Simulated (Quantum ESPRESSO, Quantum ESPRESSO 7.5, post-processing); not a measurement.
# Mo(100), 5 layers: vacuum convergence

Aim: how far one choice must go before the vacuum level and the energy of Mo(100), 5 layers stand still, and what it costs.

Calculated with Quantum ESPRESSO 7.5; plane-wave DFT, PBE, SSSP efficiency pseudopotentials.

Report form: the programs' logs are mostly left out.

## (1) The structure

The cell holds 5 atoms: 5 Mo. Its edges and angles: a = 3.150 Å, b = 3.150 Å, c = 30.300 Å, α = 90.0°, β = 90.0°, γ = 90.0°. It derives from Mo. Vacuum lies along c.

## (2) Self-consistent run: 24 Å of vacuum

The first run is the reference of the series.

File c0.in:

```
&control
  prefix = 'c0'
  outdir = './out'
  pseudo_dir = './pseudo'
  calculation = 'scf'
  tprnfor = .true.
/
&system
  ibrav = 0
  nat = 5
  ntyp = 1
  ecutwfc = 45
  ecutrho = 360
  occupations = 'smearing'
  smearing = 'mv'
  degauss = 0.02
/
&electrons
  conv_thr = 1e-07
  mixing_beta = 0.4
  electron_maxstep = 120
  mixing_mode = 'local-TF'
/
ATOMIC_SPECIES
  Mo  95.9500  Mo_ONCV_PBE-1.0.oncvpsp.upf
CELL_PARAMETERS angstrom
  3.15000000000000 0.00000000000000 0.00000000000000
  0.00000000000000 3.15000000000000 0.00000000000000
  0.00000000000000 0.00000000000000 30.30000000000000
ATOMIC_POSITIONS crystal
  Mo  0.000000000000 0.000000000000 0.396039603960
  Mo  0.500000000000 0.500000000000 0.448019801980
  Mo  0.000000000000 0.000000000000 0.500000000000
  Mo  0.500000000000 0.500000000000 0.551980198020
  Mo  0.000000000000 0.000000000000 0.603960396040
K_POINTS automatic
  8 8 1 0 0 0
```

On the command line:

```
OMP_NUM_THREADS=1 mpirun -n 4 pw.x -nk 4 -in c0.in > c0.out
```

The job ended after 31 s (4 MPI ranks of AMD EPYC 9R45, shared host; peak memory 0.78 GiB).

Numbers from this step:

```
free energy  : -9325.4530 eV
Fermi energy : 2.679 eV
```

The program's own clock; routines nest. Time by routine:

```csv
routine,wall time (s),calls
PWSCF,30.45,1
electrons,28.62,1
c_bands,19.71,25
cegterg,17.1,100
h_psi,11.87,490
fftw,8.72,24248
vloc_psi,8.33,490
mix_rho,3.84,25
sum_band,2.34,25
v_of_rho,2.22,26
calbec,1.85,506
h_psi:calbec,1.76,490
ffts,1.67,2461
init_run,1.61,1
```

The run needed 25 iterations to bring the estimated error under 1e-07 Ry; the largest force on any atom, held or free, is 1.35 eV/Å.

## (3) Potential by pp.x

plot_num = 11 writes the bare and Hartree potential. It leaves out exchange and correlation, which fade slowly, so it flattens close to the surface.

File c0.pot.in:

```
&inputpp
  prefix = 'c0'
  outdir = './out'
  filplot = 'c0.pot.dat'
  plot_num = 11
/
```

On the command line:

```
OMP_NUM_THREADS=1 mpirun -n 4 pp.x -in c0.pot.in > c0.pot.out
```

Elapsed: 1.5 s, on 4 MPI ranks; peak memory 0.09 GiB.

Numbers from this step:

* potential in the middle of the vacuum, over the Fermi level: 3.917 eV

The potential energy, planar mean oscillates, so the rows of the table below give means over windows of 1.6 Å about each position, cut where the curve ends. Its maxima inside the range that stand out by 2 % of the span (Å: eV): 12.8: -7.54, 14.4: -8.11, 15.9: -8.11, 17.5: -7.54. Its minima: 12.0: -22.5, 13.6: -23.0, 15.2: -23.2, 16.7: -23.0, 18.3: -22.5.

Electrostatic potential energy of an electron; zero at the Fermi level. The potential energy, planar mean by z; means over each step:

```csv
z (Å),"potential energy, planar mean (eV)"
0.80,3.92
2.40,3.92
4.00,3.92
5.60,3.92
7.20,3.92
8.80,3.86
10.40,2.16
12.00,-13.9
13.60,-15.0
15.20,-15.3
16.80,-15.0
18.40,-13.5
20.00,2.51
21.60,3.87
23.20,3.92
24.80,3.92
26.40,3.92
28.00,3.92
29.60,3.92
```

Inside the slab this potential holds the local part of the pseudopotentials, which can be repulsive at the nuclei; only its value in the vacuum has a meaning of its own.

## (4) Self-consistent run: 18 Å of vacuum

File c2.in:

```
&control
  prefix = 'c2'
  outdir = './out'
  pseudo_dir = './pseudo'
  calculation = 'scf'
  tprnfor = .true.
/
&system
  ibrav = 0
  nat = 5
  ntyp = 1
  ecutwfc = 45
  ecutrho = 360
  occupations = 'smearing'
  smearing = 'mv'
  degauss = 0.02
/
&electrons
  conv_thr = 1e-07
  mixing_beta = 0.4
  electron_maxstep = 120
  mixing_mode = 'local-TF'
/
ATOMIC_SPECIES
  Mo  95.9500  Mo_ONCV_PBE-1.0.oncvpsp.upf
CELL_PARAMETERS angstrom
  3.15000000000000 0.00000000000000 0.00000000000000
  0.00000000000000 3.15000000000000 0.00000000000000
  0.00000000000000 0.00000000000000 24.30000000000000
ATOMIC_POSITIONS crystal
  Mo  0.000000000000 0.000000000000 0.370370370370
  Mo  0.500000000000 0.500000000000 0.435185185185
  Mo  0.000000000000 0.000000000000 0.500000000000
  Mo  0.500000000000 0.500000000000 0.564814814815
  Mo  0.000000000000 0.000000000000 0.629629629630
K_POINTS automatic
  8 8 1 0 0 0
```

On the command line:

```
OMP_NUM_THREADS=1 mpirun -n 4 pw.x -nk 4 -in c2.in > c2.out
```

Run time: 20 s. Hardware: 4 MPI ranks; peak memory 0.66 GiB; 79 s of CPU time.

This step gave:

- free energy: -9325.4529 eV
- Fermi energy: 4.308 eV

The program's own clock; routines nest. Time by routine:

```csv
routine,wall time (s),calls
PWSCF,19.41,1
electrons,17.43,1
c_bands,12.47,19
cegterg,10.55,76
h_psi,7.42,404
fftw,5.39,19194
vloc_psi,5.18,404
mix_rho,1.84,19
init_run,1.78,1
v_of_rho,1.41,20
sum_band,1.4,19
calbec,1.19,420
fft,1.13,239
h_psi:calbec,1.11,404
```

## (5) Electrostatic potential

File c2.pot.in:

```
&inputpp
  prefix = 'c2'
  outdir = './out'
  filplot = 'c2.pot.dat'
  plot_num = 11
/
```

On the command line:

```
OMP_NUM_THREADS=1 mpirun -n 4 pp.x -in c2.pot.in > c2.pot.out
```

It took 1.3 s on 4 MPI ranks; peak memory 0.12 GiB; 4.5 s of CPU time.

This step gave:

```
potential in the middle of the vacuum, over the Fermi level : 3.916 eV
```

Counted from each run's own zero (the Fermi level), the vacuum level differs from the first run's by -1 meV.

## (6) Ground state: 14 Å of vacuum

File c4.in:

```
&control
  prefix = 'c4'
  outdir = './out'
  pseudo_dir = './pseudo'
  calculation = 'scf'
  tprnfor = .true.
/
&system
  ibrav = 0
  nat = 5
  ntyp = 1
  ecutwfc = 45
  ecutrho = 360
  occupations = 'smearing'
  smearing = 'mv'
  degauss = 0.02
/
&electrons
  conv_thr = 1e-07
  mixing_beta = 0.4
  electron_maxstep = 120
  mixing_mode = 'local-TF'
/
ATOMIC_SPECIES
  Mo  95.9500  Mo_ONCV_PBE-1.0.oncvpsp.upf
CELL_PARAMETERS angstrom
  3.15000000000000 0.00000000000000 0.00000000000000
  0.00000000000000 3.15000000000000 0.00000000000000
  0.00000000000000 0.00000000000000 20.30000000000000
ATOMIC_POSITIONS crystal
  Mo  0.000000000000 0.000000000000 0.344827586207
  Mo  0.500000000000 0.500000000000 0.422413793103
  Mo  0.000000000000 0.000000000000 0.500000000000
  Mo  0.500000000000 0.500000000000 0.577586206897
  Mo  0.000000000000 0.000000000000 0.655172413793
K_POINTS automatic
  8 8 1 0 0 0
```

On the command line:

```
OMP_NUM_THREADS=1 mpirun -n 4 pw.x -nk 4 -in c4.in > c4.out
```

Run time: 16 s. Hardware: 4 MPI ranks; peak memory 0.64 GiB.

Numbers from this step:

| Property | Result |
| --- | --- |
| free energy | -9325.4530 eV |
| Fermi energy | 5.928 eV |

The program's own clock; routines nest. Time by routine:

```csv
routine,wall time (s),calls
PWSCF,15.81,1
electrons,13.69,1
c_bands,9.57,18
cegterg,8.21,72
h_psi,6.05,356
fftw,4.58,17638
vloc_psi,4.37,356
init_run,1.96,1
mix_rho,1.61,18
v_of_rho,1.19,19
sum_band,1.14,18
ffts,1.14,1618
fft,0.98,227
calbec,0.89,372
```

## (7) Potential by pp.x

File c4.pot.in:

```
&inputpp
  prefix = 'c4'
  outdir = './out'
  filplot = 'c4.pot.dat'
  plot_num = 11
/
```

On the command line:

```
OMP_NUM_THREADS=1 mpirun -n 4 pp.x -in c4.pot.in > c4.pot.out
```

The job ended after 1.3 s (4 MPI ranks; peak memory 0.13 GiB).

Read from the output:

* potential in the middle of the vacuum, over the Fermi level: 3.919 eV

Counted from each run's own zero (the Fermi level), the vacuum level differs from the first run's by +1 meV.

## (8) Self-consistent run: 12 Å of vacuum

File c6.in:

```
&control
  prefix = 'c6'
  outdir = './out'
  pseudo_dir = './pseudo'
  calculation = 'scf'
  tprnfor = .true.
/
&system
  ibrav = 0
  nat = 5
  ntyp = 1
  ecutwfc = 45
  ecutrho = 360
  occupations = 'smearing'
  smearing = 'mv'
  degauss = 0.02
/
&electrons
  conv_thr = 1e-07
  mixing_beta = 0.4
  electron_maxstep = 120
  mixing_mode = 'local-TF'
/
ATOMIC_SPECIES
  Mo  95.9500  Mo_ONCV_PBE-1.0.oncvpsp.upf
CELL_PARAMETERS angstrom
  3.15000000000000 0.00000000000000 0.00000000000000
  0.00000000000000 3.15000000000000 0.00000000000000
  0.00000000000000 0.00000000000000 18.30000000000000
ATOMIC_POSITIONS crystal
  Mo  0.000000000000 0.000000000000 0.327868852459
  Mo  0.500000000000 0.500000000000 0.413934426230
  Mo  0.000000000000 0.000000000000 0.500000000000
  Mo  0.500000000000 0.500000000000 0.586065573770
  Mo  0.000000000000 0.000000000000 0.672131147541
K_POINTS automatic
  8 8 1 0 0 0
```

On the command line:

```
OMP_NUM_THREADS=1 mpirun -n 4 pw.x -nk 4 -in c6.in > c6.out
```

Elapsed: 14 s, on 4 MPI ranks; peak memory 0.54 GiB; 53 s of CPU time.

Read from the output:

| Quantity | Value |
| --- | --- |
| Fermi energy | 7.003 eV |

The program's own clock; routines nest. Time by routine:

```csv
routine,wall time (s),calls
PWSCF,12.9,1
electrons,11.52,1
c_bands,8.18,18
cegterg,6.88,72
h_psi,4.86,349
fftw,3.6,17358
vloc_psi,3.41,349
init_run,1.23,1
mix_rho,1.1,18
v_of_rho,1.02,19
sum_band,0.97,18
calbec,0.76,365
fft,0.76,227
h_psi:calbec,0.71,349
```

## (9) Electrostatic potential

File c6.pot.in:

```
&inputpp
  prefix = 'c6'
  outdir = './out'
  filplot = 'c6.pot.dat'
  plot_num = 11
/
```

On the command line:

```
OMP_NUM_THREADS=1 mpirun -n 4 pp.x -in c6.pot.in > c6.pot.out
```

Wall time 1.2 s (4 MPI ranks); peak memory 0.13 GiB; 3.8 s of CPU time.

Counted from each run's own zero (the Fermi level), the vacuum level differs from the first run's by +1 meV.

## (10) Ground state: 10 Å of vacuum

File c8.in:

```
&control
  prefix = 'c8'
  outdir = './out'
  pseudo_dir = './pseudo'
  calculation = 'scf'
  tprnfor = .true.
/
&system
  ibrav = 0
  nat = 5
  ntyp = 1
  ecutwfc = 45
  ecutrho = 360
  occupations = 'smearing'
  smearing = 'mv'
  degauss = 0.02
/
&electrons
  conv_thr = 1e-07
  mixing_beta = 0.4
  electron_maxstep = 120
  mixing_mode = 'local-TF'
/
ATOMIC_SPECIES
  Mo  95.9500  Mo_ONCV_PBE-1.0.oncvpsp.upf
CELL_PARAMETERS angstrom
  3.15000000000000 0.00000000000000 0.00000000000000
  0.00000000000000 3.15000000000000 0.00000000000000
  0.00000000000000 0.00000000000000 16.30000000000000
ATOMIC_POSITIONS crystal
  Mo  0.000000000000 0.000000000000 0.306748466258
  Mo  0.500000000000 0.500000000000 0.403374233129
  Mo  0.000000000000 0.000000000000 0.500000000000
  Mo  0.500000000000 0.500000000000 0.596625766871
  Mo  0.000000000000 0.000000000000 0.693251533742
K_POINTS automatic
  8 8 1 0 0 0
```

On the command line:

```
OMP_NUM_THREADS=1 mpirun -n 4 pw.x -nk 4 -in c8.in > c8.out
```

The job ended after 12 s (4 MPI ranks; peak memory 0.5 GiB).

Numbers from this step:

| Quantity | Value |
| --- | --- |
| free energy | -9325.4534 eV |
| Fermi energy | 8.341 eV |

The program's own clock; routines nest. Time by routine:

```csv
routine,wall time (s),calls
PWSCF,11.6,1
electrons,10.33,1
c_bands,7.71,17
cegterg,6.79,68
h_psi,4.66,360
fftw,3.43,17326
vloc_psi,3.28,360
init_run,1.12,1
v_of_rho,0.9,18
sum_band,0.86,17
fft,0.79,215
calbec,0.75,376
mix_rho,0.71,17
h_psi:calbec,0.69,360
```

## (11) Electrostatic potential

File c8.pot.in:

```
&inputpp
  prefix = 'c8'
  outdir = './out'
  filplot = 'c8.pot.dat'
  plot_num = 11
/
```

On the command line:

```
OMP_NUM_THREADS=1 mpirun -n 4 pp.x -in c8.pot.in > c8.pot.out
```

It took 1.2 s on 4 MPI ranks; peak memory 0.13 GiB; 3.9 s of CPU time.

This step gave:

| Quantity | Value |
| --- | --- |
| potential in the middle of the vacuum, over the Fermi level | 3.926 eV |

Counted from each run's own zero (the Fermi level), the vacuum level differs from the first run's by +8 meV.

## (12) Self-consistent run: 8 Å of vacuum

File c10.in:

```
&control
  prefix = 'c10'
  outdir = './out'
  pseudo_dir = './pseudo'
  calculation = 'scf'
  tprnfor = .true.
/
&system
  ibrav = 0
  nat = 5
  ntyp = 1
  ecutwfc = 45
  ecutrho = 360
  occupations = 'smearing'
  smearing = 'mv'
  degauss = 0.02
/
&electrons
  conv_thr = 1e-07
  mixing_beta = 0.4
  electron_maxstep = 120
  mixing_mode = 'local-TF'
/
ATOMIC_SPECIES
  Mo  95.9500  Mo_ONCV_PBE-1.0.oncvpsp.upf
CELL_PARAMETERS angstrom
  3.15000000000000 0.00000000000000 0.00000000000000
  0.00000000000000 3.15000000000000 0.00000000000000
  0.00000000000000 0.00000000000000 14.30000000000000
ATOMIC_POSITIONS crystal
  Mo  0.000000000000 0.000000000000 0.279720279720
  Mo  0.500000000000 0.500000000000 0.389860139860
  Mo  0.000000000000 0.000000000000 0.500000000000
  Mo  0.500000000000 0.500000000000 0.610139860140
  Mo  0.000000000000 0.000000000000 0.720279720280
K_POINTS automatic
  8 8 1 0 0 0
```

On the command line:

```
OMP_NUM_THREADS=1 mpirun -n 4 pw.x -nk 4 -in c10.in > c10.out
```

Wall time 12 s (4 MPI ranks); peak memory 0.47 GiB; 48 s of CPU time.

Numbers from this step:

| Property | Result |
| --- | --- |
| free energy | -9325.4560 eV |
| Fermi energy | 10.04 eV |

The program's own clock; routines nest. Time by routine:

```csv
routine,wall time (s),calls
PWSCF,11.44,1
electrons,9.61,1
c_bands,7.19,19
cegterg,6.25,76
h_psi,4.43,411
fftw,3.24,18946
vloc_psi,3.14,411
init_run,1.7,1
v_of_rho,0.93,20
fft,0.88,239
sum_band,0.78,19
calbec,0.69,427
hinit0,0.66,1
ffts,0.66,767
```

## (13) Potential by pp.x

File c10.pot.in:

```
&inputpp
  prefix = 'c10'
  outdir = './out'
  filplot = 'c10.pot.dat'
  plot_num = 11
/
```

On the command line:

```
OMP_NUM_THREADS=1 mpirun -n 4 pp.x -in c10.pot.in > c10.pot.out
```

It took 1.1 s on 4 MPI ranks; peak memory 0.13 GiB.

Read from the output:

```
potential in the middle of the vacuum, over the Fermi level : 3.957 eV
```

Counted from each run's own zero (the Fermi level), the vacuum level differs from the first run's by +39 meV.

## (14) The series side by side

All levels:

```csv
level,vacuum level over the Fermi level (eV),its change from the first (meV),energy from the first (meV an atom),SCF iterations,wall time (s),peak memory (GiB),CPU time (s)
24 Å of vacuum,3.917,0,0,25,31.13,0.78,123.7
18 Å of vacuum,3.916,-1.1,5.44e-4,19,20.08,0.66,79.48
14 Å of vacuum,3.919,1.408,-0.001007,18,16.47,0.64,65.08
12 Å of vacuum,3.919,1.299,-0.01102,18,13.56,0.54,53.43
10 Å of vacuum,3.926,8.269,-0.0871,17,12.26,0.5,48.22
8 Å of vacuum,3.957,39.04,-0.6124,19,12.1,0.47,47.58
```

## (15) What came out

```json
{
  "vacuum level over the Fermi level, 24 Å of vacuum": "3.917 eV",
  "cheapest step of the main series that, with all steps before it, keeps the vacuum level within 20 meV of the first": "10 Å of vacuum: +8 meV, 48 s of CPU time against 2.1 min",
  "setting with the largest shift of the level": "8 Å of vacuum: +39 meV"
}
```

In words: The cheapest step of the main series that, with all steps before it, keeps the vacuum level within 20 meV of the first is 10 Å of vacuum: +8 meV, 48 s of CPU time against 2.1 min. Over the series the energy moves by up to 0.612 meV an atom and the vacuum level by up to 39 meV. The level is read in the middle of the vacuum, where a short gap still holds the tails of both faces. The times come from a shared host and are rough. Peak memory is sampled during the run and can miss the peak. The geometry is as built, not relaxed.

[Logs are printed without paths, hosts, clocks, repeated set-up lines and the standing remarks that a program may print on its own settings, such as how far it seeks lower states.]

[Hosts, paths, dates, database ids (printed as entryN), source tags and the programs' standing remarks are cut or masked in the printed files.]

[Maps of the electrostatic potential energy from Ansatz leave out the sawtooth potential of an applied field or a dipole correction, so their vacuum need not be flat; planar profiles and work functions include it.]
